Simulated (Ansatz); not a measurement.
# LaIrS3 (built on the sites of a database entry of LaCoO3): a soft mode frozen in, part 2 of 2

Which phase does LaIrS3 (built on the sites of a database entry of LaCoO3) fall into along its unstable mode, and how much energy does it gain?

Ansatz 0.2.0; DFT PBEsol, scalar-relativistic, plane waves, PseudoDojo norm-conserving pseudopotentials.

So far. Step 4 (The mode frozen in, largest atomic shift 0.45 Å): The run ends at a pressure of -0.44 GPa, with forces up to 0.40 eV/Å. Step 5 (Energy along the mode, all amplitudes (two of the runs …): The lowest of the steps tried is at 0.45 Å, 114 meV/atom below the parent; the bottom of the well need not coincide with a step.

The structure was built from a prototype and need not be the compound's stable phase.

## Step 6: Relaxing from the distorted cell

Starting from the lowest point found, all atoms and the cell are let go, so that strain and other modes of the same symmetry can join in.

input.yaml reads:

```yaml
crystal:
  lattice:
    - [4.6342572702, 0.0, 0.0]
    - [0.0, 4.6342572702, 0.0]
    - [0.0, 0.0, 4.6342572702]
  atoms:
    - { symbol: La, position: [0.0, 0.0, 0.0] }
    - { symbol: Ir, position: [0.5, 0.5, 0.5] }
    - { symbol: S, position: [0.5, 0.5971029388, 0.0] }
    - { symbol: S, position: [0.0, 0.4028970612, 0.5] }
    - { symbol: S, position: [0.5, 0.0, 0.5] }
kpoints:
  mp_grid: { grid: [8, 8, 8] }
hamiltonian:
  xc: pbesol
  pseudopotentials: { kind: nc, accuracy: standard }
scf:
  occupations: { method: methfessel_paxton, width: 0.2 }
output:
  forces: true
  stress: true
  eigenvalues: true
relax:
  adjacent_minimum: "off"
  f_tol: 0.002
  max_steps: 120
  cell: { stress_tol: 0.03 }
```

Launch:

```
> ansatz run input.yaml --threads 8 --pin off --max-ram 14336MiB --backend cpu --events-out ev --progress --plain --runs-dir out
```

Numbers of over 12 decimals in the logs are rounded to 6 here.

The program printed:

```text
[...]
Crystal: 5 atoms, lattice volume = 99.527 Å³
Basis set: ecut = 1496.626244 eV, 13133 PW (Γ), exchange–correlation on 120×120×120 points (8 copies of the dense FFT grid, shifted against one another)
Bands: 28, of which v1, the nominal top of the filled ones, is band 23 counted from 1 (22 counted from 0)
Symmetry: 8 space group operations
[...]
k-points: 75 of 512 (time reversal used)
[...]
SCF iter   1: F=—  HF=-4991.144901 eV  |F-HF|=—  |Δ(HF+E_count)|=         —  Δρ=3.87e-1  dr2=2.77e2  ethr=3.10e-3  ⟨swp⟩=17.1  Hψ=47551  notcnv=0
[...]
SCF iter  12: F=-4985.363098 eV  HF=-4985.363098 eV  |F-HF|=2.68e-8  |Δ(HF+E_count)|=   9.95e-8  S|Δr|=    0.00e0  Δρ=5.35e-6  dr2=5.50e-8  ethr=2.17e-10  ⟨swp⟩=13.9  Hψ=18058  notcnv=0
SCF 1 converged in 12 iterations: F = -4985.363098 eV  dr2 = 5.50e-8
relax step   1: F+E_penalty+E_count = -4985.36309817 eV  Δ(F+E_penalty+E_count) = +0.000e0 eV  max|allowed force component| = 4.023e-1 eV/Å  Δτ_max = 0.0000 Å  P = -0.435 GPa  Ω = 99.527 Å³  (12 SCF iters, dr2 threshold 1.00e-7 eV, accepted)
Crystal: 5 atoms, lattice volume = 97.950 Å³
Basis set: ecut = 1496.626244 eV, 12909 PW (Γ), exchange–correlation on 120×120×120 points (8 copies of the dense FFT grid, shifted against one another)
Bands: 33, of which v1, the nominal top of the filled ones, is band 23 counted from 1 (22 counted from 0)
[...]
iter 1 solved again at ethr=1.89e-4 eV; its pass at ethr=3.10e-3 eV (dr2=8.68e-2 eV) is discarded
[...]
SCF iter   7: F=-4985.527159 eV  HF=-4985.527159 eV  |F-HF|=1.51e-7  |Δ(HF+E_count)|=   5.33e-7  S|Δr|=    0.00e0  Δρ=1.71e-5  dr2=4.59e-7  ethr=1.09e-9  ⟨swp⟩=6.4  Hψ=14695  notcnv=0
SCF 2 converged in 7 iterations: F = -4985.527159 eV  dr2 = 4.59e-7
relax step   2: F+E_penalty+E_count = -4985.52715880 eV  Δ(F+E_penalty+E_count) = -1.641e-1 eV  max|allowed force component| = 3.271e-1 eV/Å  Δτ_max = 0.1168 Å  P = +1.439 GPa  Ω = 97.950 Å³  energy of the carried Pulay correction = +4.334e-5 eV  (7 SCF iters, dr2 threshold 5.00e-7 eV, accepted)
Crystal: 5 atoms, lattice volume = 99.281 Å³
Basis set: ecut = 1496.626244 eV, 13043 PW (Γ), exchange–correlation on 120×120×120 points (8 copies of the dense FFT grid, shifted against one another)
[...]
SCF iter   7: F=-4985.650932 eV  HF=-4985.650932 eV  |F-HF|=1.81e-8  |Δ(HF+E_count)|=   2.05e-7  S|Δr|=    0.00e0  Δρ=8.10e-6  dr2=8.73e-8  ethr=1.09e-9  ⟨swp⟩=7.6  Hψ=13097  notcnv=0
SCF 3 converged in 7 iterations: F = -4985.650932 eV  dr2 = 8.73e-8
relax step   3: F+E_penalty+E_count = -4985.65093199 eV  Δ(F+E_penalty+E_count) = -1.238e-1 eV  max|allowed force component| = 1.714e-1 eV/Å  Δτ_max = 0.0264 Å  P = +0.182 GPa  Ω = 99.281 Å³  energy of the carried Pulay correction = +6.712e-6 eV  (7 SCF iters, dr2 threshold 5.00e-7 eV, accepted)
[...]
relax step   4: F+E_penalty+E_count = -4985.66688327 eV  Δ(F+E_penalty+E_count) = -1.595e-2 eV  max|allowed force component| = 1.139e-1 eV/Å  Δτ_max = 0.0423 Å  P = -0.112 GPa  Ω = 99.891 Å³  energy of the carried Pulay correction = -9.918e-6 eV  (7 SCF iters, dr2 threshold 5.00e-7 eV, accepted)
[...]
relax step   5: F+E_penalty+E_count = -4985.66803228 eV  Δ(F+E_penalty+E_count) = -1.149e-3 eV  max|allowed force component| = 1.251e-2 eV/Å  Δτ_max = 0.0101 Å  P = +0.427 GPa  Ω = 99.523 Å³  energy of the carried Pulay correction = +9.834e-8 eV  (5 SCF iters, dr2 threshold 5.00e-7 eV, accepted)
[...]
relax step   6: F+E_penalty+E_count = -4985.66853975 eV  Δ(F+E_penalty+E_count) = -5.075e-4 eV  max|allowed force component| = 4.714e-3 eV/Å  Δτ_max = 0.0008 Å  P = +0.055 GPa  Ω = 99.810 Å³  energy of the carried Pulay correction = -7.703e-6 eV  (5 SCF iters, dr2 threshold 5.00e-7 eV, accepted)
[...]
relax step   7: F+E_penalty+E_count = -4985.66854923 eV  Δ(F+E_penalty+E_count) = -9.482e-6 eV  max|allowed force component| = 6.950e-6 eV/Å  Δτ_max = 0.0005 Å  P = +0.001 GPa  Ω = 99.857 Å³  energy of the carried Pulay correction = -8.982e-6 eV  (5 SCF iters, dr2 threshold 8.47e-9 eV, accepted)
Basis set: ecut = 1496.626244 eV, 13073 PW (Γ), exchange–correlation on 120×144×120 points (8 copies of the dense FFT grid, shifted against one another)
[...]
SCF iter   1: F=—  HF=-4985.668731 eV  |F-HF|=—  |Δ(HF+E_count)|=         —  Δρ=4.32e-5  dr2=1.44e-7  ethr=3.63e-6  ⟨swp⟩=3.1  Hψ=31349  notcnv=0
eigensolver tolerance schedule: the retry pair's looser diagonalisation over-reported the residual by 11582.34 of it (diagonalisation noise at an unbounded share of the residual, at the tolerance the schedule requests for it); recorded, not acted on — ethr = c·dr2/N_el stays at c = 1.0e-1
[...]
SCF iter   2: F=—  HF=-4985.668725 eV  |F-HF|=—  |Δ(HF+E_count)|=   5.85e-6  S|Δr|=    0.00e0  Δρ=2.20e-5  dr2=2.78e-8  ethr=3.13e-10  ⟨swp⟩=3.8  Hψ=6356  notcnv=0
[...]
SCF iter   7: F=-4985.668725 eV  HF=-4985.668725 eV  |F-HF|=2.73e-12  |Δ(HF+E_count)|=  2.73e-12  S|Δr|=    0.00e0  Δρ=5.34e-8  dr2=2.79e-12  ethr=1.00e-12  ⟨swp⟩=6.9  Hψ=11538  notcnv=0
SCF 8 converged in 7 iterations: F = -4985.668725 eV  dr2 = 2.79e-12
relax step   8: F+E_penalty+E_count = -4985.66872545 eV  Δ(F+E_penalty+E_count) = -1.762e-4 eV  max|allowed force component| = 4.513e-5 eV/Å  Δτ_max = 0.0000 Å  P = +0.004 GPa  Ω = 99.857 Å³  stress off target by 1.19e-2 GPa  SCF on the basis re-selected at this cell (its energy is not comparable with the rows above)  (7 SCF iters)
basis re-selected at this cell: Δ(F+E_penalty+E_count) = -1.762e-4 eV, ΔP = +0.003 GPa vs the last step (what re-selecting the basis moved, of the pressure what is left beyond the Pulay correction that the steps carried, after the strain that the cell walked since its last selection, with what the two solves' SCF thresholds leave and, on support functions, any second-order correction that the steps lacked; it is no measure of the basis error at this ecutwfc). The dense FFT grid was sized anew with the basis: this SCF ran on 60×72×60 points, the steps before it on 60×60×60, so part of this shift can come from that change (see relax.cell in the input reference). [rest of the remark cut]
SCF converged after 7 iterations
[...]
Free energy (F): -4985.668725 eV
[...]
Internal energy: -4985.668971 eV  (E = F + TS)
E sigma→0 (E₀):  -4985.668787 eV
Entropy (-TS):   0.000246 eV (0.049 meV/atom)
Fermi energy:    11.697346 eV
[...]
--- Forces (eV/Å), atoms counted from 1 ---
  atom   1  La    -0.00000000    -0.00000000     0.00000000
  atom   2  Ir     0.00000000    -0.00000000     0.00000000
  atom   3  S     -0.00000000    -0.00004513     0.00000000
  atom   4  S      0.00000000     0.00004513     0.00000000
  atom   5  S      0.00000000     0.00000000    -0.00000000
  max |Σ_I F_I| component: 2.43e-16 eV/Å
--- Stress (GPa, compression-positive) ---
        0.000154       0.000000       0.000000
        0.000000       0.011860       0.000000
        0.000000       0.000000       0.000154
  P = ⅓ Tr σ = 0.0041 GPa (0.041 kbar)
--- Band table (eV; the first three rows and the last of 75) ---
  k-point 0: bands = [... 19 lower, 9.7266, 9.7266, 10.4225, 12.3263, 12.3263, 12.4210, 13.5325, 13.5674, ... 6 higher]
  k-point 1: bands = [... 19 lower, 9.7336, 9.8991, 10.5495, 11.4033, 12.2649, 12.8679, 13.6762, 13.8600, ... 6 higher]
  k-point 2: bands = [... 19 lower, 10.0870, 10.3465, 10.5030, 10.8347, 12.0909, 13.1675, 13.8077, 14.0134, ... 6 higher]
  k-point 74: bands = [... 19 lower, 10.4612, 10.9891, 10.9891, 12.0585, 13.6833, 13.9785, 13.9785, 13.9884, ... 6 higher]
--- Relaxed structure (7 steps of the walk, 7 accepted, 1 SCFs on fresh bases) ---
  F+E_penalty+E_count = -4985.66872545 eV   max|allowed force component| = 4.513e-5 eV/Å   (the final SCF, on the basis selected at the relaxed cell)
  cell:  # Å, volume = 99.8569 Å³
    - [4.430967, 0, 0]
    - [0, 5.086053, 0.0]
    - [0, 0.0, 4.430967]
  atoms:
    - { symbol: La, position: [0, -2.9946088442378462e-19, 0] }
    - { symbol: Ir, position: [0.5, 0.5, 0.5] }
    - { symbol: S, position: [0.5, 0.623613, 0] }
    - { symbol: S, position: [0, 0.376387, 0.5] }
    - { symbol: S, position: [0.5, -2.9946088442378462e-19, 0.5] }
```

The job ended after 5 min (8 threads of Arm Neoverse N1, shared host; peak memory 2.1 GiB; 40 min of CPU time).

Step by step:

```csv
step,energy less that of the first step (eV),largest force component (eV/Å),pressure (GPa),volume (Å³)
1,0.0000,0.4023,-0.44,99.53
2,-0.1641,0.3271,1.44,97.95
3,-0.2878,0.1714,0.18,99.28
4,-0.3038,0.1139,-0.11,99.89
5,-0.3049,0.0125,0.43,99.52
6,-0.3054,0.0047,0.05,99.81
7,-0.3055,0.0000,0.00,99.86
8*,-0.3056,0.0000,0.00,99.86
```

Relaxation steps marked * repeat the geometry before them on a plane-wave basis chosen anew for their cell, so energy and pressure can jump there.

The run keeps the 8 symmetry operations that it works with, so distortions that break them were not tested.

| conventional cell, symmetrised | before | after | change |
| --- | --- | --- | --- |
| a (Å) | 4.634 | 4.431 | -4.4 % |
| b (Å) | 4.634 | 4.431 | -4.4 % |
| c (Å) | 4.634 | 5.086 | +9.7 % |
| volume (Å³/atom) | 19.91 | 19.97 | +0.3 % |

The atoms that moved most (Å, as changes of fractional coordinates times the final cell):

```
atom     dx      dy     dz  length
  S3  0.000   0.135  0.000   0.135
  S4  0.000  -0.135  0.000   0.135
```

This step gave:

```yaml
pressure: 0.004056 GPa
volume_per_atom: 19.97 Å³
```

The distorted start has space group P-4m2; the relaxation ends in P-4m2.

## Step 7: The new phase in its own primitive cell

The relaxed structure is symmetrised, reduced to its primitive cell and relaxed tightly, as its phonons need.

input.yaml, the sections that differ from step 6:

```yaml
crystal:
  lattice:
    - [4.4309673598, 0.0, 0.0]
    - [0.0, 4.4309673598, 0.0]
    - [0.0, 0.0, 5.0860534981]
  atoms:
    - { symbol: La, position: [0.0, 0.0, 0.0] }
    - { symbol: Ir, position: [0.5, 0.5, 0.5] }
    - { symbol: S, position: [0.0, 0.5, 0.3763865042] }
    - { symbol: S, position: [0.5, 0.0, 0.6236134958] }
    - { symbol: S, position: [0.5, 0.5, 0.0] }
relax:
  adjacent_minimum: "off"
  f_tol: 0.001
  max_steps: 60
  cell: { stress_tol: 0.01 }
# kpoints, hamiltonian, scf, output: as in step 6
```

The program printed:

```text
[...]
Crystal: 5 atoms, lattice volume = 99.857 Å³
Basis set: ecut = 1496.626244 eV, 13073 PW (Γ), exchange–correlation on 120×120×144 points (8 copies of the dense FFT grid, shifted against one another)
Bands: 28, of which v1, the nominal top of the filled ones, is band 23 counted from 1 (22 counted from 0)
Symmetry: 8 space group operations
[...]
--- Relaxed structure (2 steps of the walk, 2 accepted, 1 SCFs on fresh bases) ---
[...]
cell:  # Å, volume = 99.8632 Å³
    - [4.430937, 0, 0]
    - [0, 4.430937, 0]
    - [0, 0, 5.086443]
  atoms:
    - { symbol: La, position: [0, 0, 0] }
    - { symbol: Ir, position: [0.5, 0.5, 0.5] }
    - { symbol: S, position: [0, 0.5, 0.376385] }
    - { symbol: S, position: [0.5, 0.0, 0.623615] }
    - { symbol: S, position: [0.5, 0.5, 0] }
[key lines of the parts left out:]
SCF converged after 10 iterations
Free energy (F): -4985.668726 eV
Fermi energy:    11.696288 eV
P = ⅓ Tr σ = -0.0018 GPa (-0.018 kbar)
```

The job ended after 2.7 min (8 threads; peak memory 2 GiB).

Little changed from the start: no atom moved by 0.005 Å and no cell edge by 0.1 %.

Numbers from this step:

```
pressure : -0.001818 GPa
```

The largest force component left is 0.27 meV/Å and the pressure is -0.002 GPa, within the tolerances set. The cell now holds 19.97 Å³/atom.

## Step 8: Modes of the new phase

A relaxed structure may still be a saddle point, so its zone-centre modes are computed. No field response is asked, since the mesh shows no gap.

input.yaml, the sections that differ from step 7:

```yaml
crystal:
  lattice:
    - [4.4309366704, 0.0, 0.0]
    - [0.0, 4.4309366704, 0.0]
    - [0.0, 0.0, 5.0864429779]
  atoms:
    - { symbol: La, position: [0.0, 0.0, 0.0] }
    - { symbol: Ir, position: [0.5, 0.5, 0.5] }
    - { symbol: S, position: [0.0, 0.5, 0.3763854096] }
    - { symbol: S, position: [0.5, 0.0, 0.6236145904] }
    - { symbol: S, position: [0.5, 0.5, 0.0] }
output:
  eigenvalues: true
phonons:
  method: dfpt
# kpoints, hamiltonian, scf: as in step 7
# relax: removed
```

The program printed:

```text
[...]
Crystal: 5 atoms, lattice volume = 99.863 Å³
Basis set: ecut = 1496.626244 eV, 13073 PW (Γ), exchange–correlation on 120×120×144 points (8 copies of the dense FFT grid, shifted against one another)
Bands: 28, of which v1, the nominal top of the filled ones, is band 23 counted from 1 (22 counted from 0)
Symmetry: 8 space group operations
k-points: 125 of 512 (irreducible under 4 space group operations, time reversal used)
[...]
SCF iter   1: F=—  HF=-4991.574434 eV  |F-HF|=—  |Δ(HF+E_count)|=         —  Δρ=3.63e-1  dr2=2.56e2  ethr=3.10e-3  ⟨swp⟩=16.7  Hψ=78731  notcnv=0
[...]
SCF iter  16: F=-4985.668726 eV  HF=-4985.668726 eV  |F-HF|=9.09e-13  |Δ(HF+E_count)|=    0.00e0  S|Δr|=    0.00e0  Δρ=2.58e-8  dr2=8.06e-13  ethr=1.00e-12  ⟨swp⟩=17.1  Hψ=30789  notcnv=0
SCF 1 converged in 16 iterations: F = -4985.668726 eV  dr2 = 8.06e-13
[...]
SCF converged after 16 iterations
[...]
Free energy (F): -4985.668726 eV
[...]
Internal energy: -4985.668971 eV  (E = F + TS)
E sigma→0 (E₀):  -4985.668787 eV
Entropy (-TS):   0.000245 eV (0.049 meV/atom)
Fermi energy:    11.696288 eV
[...]
--- Band table (eV; the first three rows and the last of 125) ---
  k-point 0: bands = [... 19 lower, 9.7257, 9.7257, 10.4216, 12.3255, 12.3255, 12.4199, 13.5316, 13.5665, ... 6 higher]
  k-point 1: bands = [... 19 lower, 9.8203, 9.8203, 11.1115, 12.3158, 12.3158, 12.5061, 13.4736, 13.7965, ... 6 higher]
  k-point 2: bands = [... 19 lower, 10.0531, 10.0531, 12.0808, 12.2703, 12.2703, 12.6154, 13.5666, 14.0060, ... 6 higher]
  k-point 124: bands = [... 19 lower, 10.4600, 10.9877, 10.9877, 12.0576, 13.6821, 13.9773, 13.9773, 13.9873, ... 6 higher]
[...]
ASR residual: 8.757e-5 → 0.000e0 eV/Å²; symmetrization residual: 1.106e-5 eV/Å²
  ASR residual per site (eV/Å²): 2.27e-5 8.76e-5 1.59e-5 1.59e-5 1.12e-5
[...]
```

Run time: 10 min. Hardware: 8 threads; peak memory 8.4 GiB; 81 min of CPU time.

This step gave:

| Quantity | Value |
| --- | --- |
| sum-rule residual before enforcement | 8.76e-5 eV/Å² |
| point group | -42m |
| highest optical mode at the zone centre (no LO-TO term) | 407.1 cm⁻¹ |
| lowest optical zone-centre mode | 48.52 cm⁻¹ |

Patterns of degenerate modes are one choice out of their space. Modes at Γ, with each element's share of the kinetic energy:

```csv
mode,frequency (cm⁻¹),symmetry,La %,Ir %,S %
1,0.0,acoustic,33,45,23
2,0.0,acoustic,33,45,23
3,0.0,acoustic,33,45,23
4,48.5,E,54,38,9
5,48.5,E,54,38,9
6,86.1,B2,63,34,3
7,128.3,E,2,7,92
8,128.3,E,2,7,92
9,195.0,E,12,1,87
10,195.0,E,12,1,87
11,201.9,B2,1,15,84
12,269.3,B2,3,6,91
13,276.9,A1,0,0,100
14,407.1,E,0,10,90
15,407.1,E,0,10,90
```

Displacements in mode 4 (48.5 cm⁻¹), the largest set to 1:
```
La1  1.00 -0.02  0.00
Ir2 -0.71  0.01  0.00
S3  -0.56 -0.01  0.00
S4   0.60  0.01  0.00
S5  -0.11  0.00  0.00
```

Displacements in mode 15 (407.1 cm⁻¹), the largest set to 1:
```
La1  0.00  0.00  0.00
Ir2 -0.14  0.00  0.00
S3   1.00  0.00  0.00
S4  -0.06  0.00  0.00
S5  -0.14  0.00  0.00
```

Before it was imposed, the acoustic sum rule was missed by 8.8e-5 eV/Å². Small misses are needed for a sound result but don't prove that mesh and cutoff are converged. The lowest optical mode is real, 48.5 cm⁻¹.

## Step 9: Results

```yaml
unstable_mode_of_the_parent: q = (0, 0, 0), 195i cm⁻¹
depth_at_the_lowest_point_sampled: 114 meV/atom
largest_atomic_shift_at_that_point: 0.45 Å
space_group_reached_within_0p01_a: P-4m2
energy_gained_over_the_parent_first_relaxation_on_the_mesh_of_the_frozen_mode: 175 meV/atom
volume_per_atom_phase_reached: 20.0 Å³
lowest_optical_zone_centre_mode_phase_reached: 48.5 cm⁻¹
highest_optical_mode_at_the_zone_centre_no_lo_to_term_phase_reached: 407 cm⁻¹
```

**Reading.** Along this mode the structure falls into P-4m2, 175 meV/atom below the parent. At the parent's cell the well is 114.0 meV/atom deep on the steps tried, with its lowest point at a shift of 0.45 Å. Relaxing atoms and cell changes the gain by +61.05 meV/atom against the lowest step (energies at zero smearing). The new phase has no imaginary mode at the zone centre of its cell; other wavevectors were not checked. Of the 2 patterns followed to their end from this parent, this one reaches the lowest energy. Each path keeps the symmetry of its pattern, so a lower phase may lie along a pattern not tried. With no gap, or one that is small against the smearing, the frequencies hang on the k mesh and the smearing, most of all near Kohn anomalies. Spin-orbit coupling is left out, which can matter for the heavy elements here. The starting cell was built on a prototype and not taken from a measurement, so the phase need not exist.

[Logs are printed without paths, hosts, clocks, repeated set-up lines and the standing remarks that a program may print on its own settings, such as how far it seeks lower states.]

[Hosts, paths, dates, database ids (printed as entryN), source tags and the programs' standing remarks are cut or masked in the printed files.]
